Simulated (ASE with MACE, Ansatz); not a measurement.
# A sinusoid for the slip curve: generalised stacking fault on (110) of W

The cell holds 12 atoms: 12 W. Its edges and angles: a = 2.758 Å, b = 2.758 Å, c = 27.026 Å, α = 90.0°, β = 90.0°, γ = 109.5°. It derives from W. 48 atoms of W, stacked on (1 1 0); one fault a cell: the periodic image above is shifted rigidly by 0.000 Å along the in-plane vector of length 2.758 Å (1/2<111>); atoms relaxed along the normal alone with the MACE-MP-0b2 potential. Lattice constants are starting values near those of PBE. Folded to one surface cell (a quarter of the atoms).

Calculated with Ansatz 0.2.0: Kohn-Sham DFT, PBEsol, PAW (set soft_2), plane waves; cutoff 420 eV, k-mesh 10×10×1, fermi-dirac smearing of 0.1 eV. The cell described is the unshifted one. Its image above is shifted by x, atoms are relaxed along the normal alone (with PBE), and the energy is counted from the unshifted cell over the area of the fault.

```
slip x (Å)  fault energy (mJ/m²)
     0.000                     0
     1.609                     ?
     1.839                  1321
     2.069                 987.4
     2.299                 555.3
     2.528                 148.4
```

**Question.** Fit a squared sine to the rows given and interpolate to the withheld row.

Worked fit:

The simplest curve with the period of the slip vector, p = 2.758 Å, is γ = γ0 sin²(πx/p), a line through the origin in u = sin²(πx/p).

```
        u  v (mJ/m²)
 0.749671    1320.56
 0.499430    987.437
 0.249343    555.349
0.0670823    148.427
```

For a line through the origin, slope = Σuv / Σu² = 1631.6 / 0.87811 = 1858.

At x = 1.609 Å, u = 0.9329.

Prediction at 1.609: 1733 mJ/m². The run gave 1536 mJ/m², so the fit is high by 197 mJ/m² (13 % of the value).

So γ0 = 1858 mJ/m², and the steepest slope of the fitted curve, πγ0/p, is 21.2 GPa. Among the rows given, the largest miss of the fit is at 2.299, by 92 mJ/m² (6.0 % of the range of the table).

Limits: Rigid slip in the plane; the cell's length along the normal is held. The cell and its k-mesh tilt with the slip, which can add an error that grows with it.

[Logs are printed without paths, hosts, clocks, repeated set-up lines and the standing remarks that a program may print on its own settings, such as how far it seeks lower states.]

[Hosts, paths, dates, database ids (printed as entryN), source tags and the programs' standing remarks are cut or masked in the printed files.]
